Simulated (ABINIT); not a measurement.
# Calculated records

```xyz
3
Lattice="4.366 0.000 0.000 -2.183 3.781 0.000 0.000 0.000 4.954" Properties=species:S:1:pos:R:3 pbc="T T T" subject="Selenium (P3_121, 3 atoms a cell): one start, several treatments of the self-energy" method="RPA screening on PBE, plane waves, norm-conserving pseudopotentials (and 3 further levels or steps)" program="ABINIT 10.8.3" settings="cutoff 48 Ha, PseudoDojo scalar-relativistic 0.4 stringent, norm-conserving, ngkpt (3, 3, 2), nband 149, ecuteps 5.6 Ha, gwcalctyp 1, nfreqim 16, inclvkb 2, shiftk (0, 0, 0), symchi 1, awtr 1, frequency ac, 3×3×2 k-mesh" cost="9 runs, 21 min in all on 4 MPI ranks of Intel Xeon Platinum 8259CL at 2.50GHz (Skylake/Cascade Lake), shared host" notes="The program’s warnings: nkpt*nsppol () is not a multiple of nproc spkpt (). The cell and positions come from the Crystallography Open Database and are kept as given unless a step says otherwise. Limits: no spin-orbit coupling. The 3×3×2 mesh is coarse for this cell, which bears on the long-range parts of exchange and screening." g0w0_godby_needs_plasmon_pole="1.921 eV" g0w0_hybertsen_louie_plasmon_pole="2.033 eV" g0w0_von_der_linden_horsch_plasmon_pole="2.070 eV" g0w0_engel_farid_plasmon_pole="1.958 eV" one_shot_hartree_fock="7.336 eV" g0w0_analytic_continuation="1.707 eV" known_limits="short of the basis limit; no spin-orbit coupling; coarse k mesh"
Se    0.984    0.000    1.651
Se   -0.492    0.852    3.302
Se    1.691    2.929    0.000
```

[Long decimals in the printed logs are rounded to 6 places.]

[Logs are printed without paths, hosts, clocks, repeated set-up lines and the standing remarks that a program may print on its own settings, such as how far it seeks lower states.]

[Paths, hosts, dates, memory and timing lines, banners, echoed tables and standing remarks are left out of the program output; an Ansatz launch command may be rebuilt from the run's recorded settings. Measured values are a selection of at most five: reports struck by readers or far from the other reports are left out. None is set beside runs whose start may be inverted or whose files or cutoffs have a known fault.]

[Runs of the session that timed out or met a known fault of the program may be left out.]

[Hosts, paths, dates, database ids (printed as entryN), source tags and the programs' standing remarks are cut or masked in the printed files.]

[G0W0 gaps are taken among the corrected bands and points alone; a level outside them can change the order at an edge.]

[Where Ansatz stands beside ABINIT at settings called matched, ABINIT's density can come from a denser mesh and the files from another edition; pairs whose starting gaps differed by over 0.03 eV were left out, so agreement reads better than it is.]
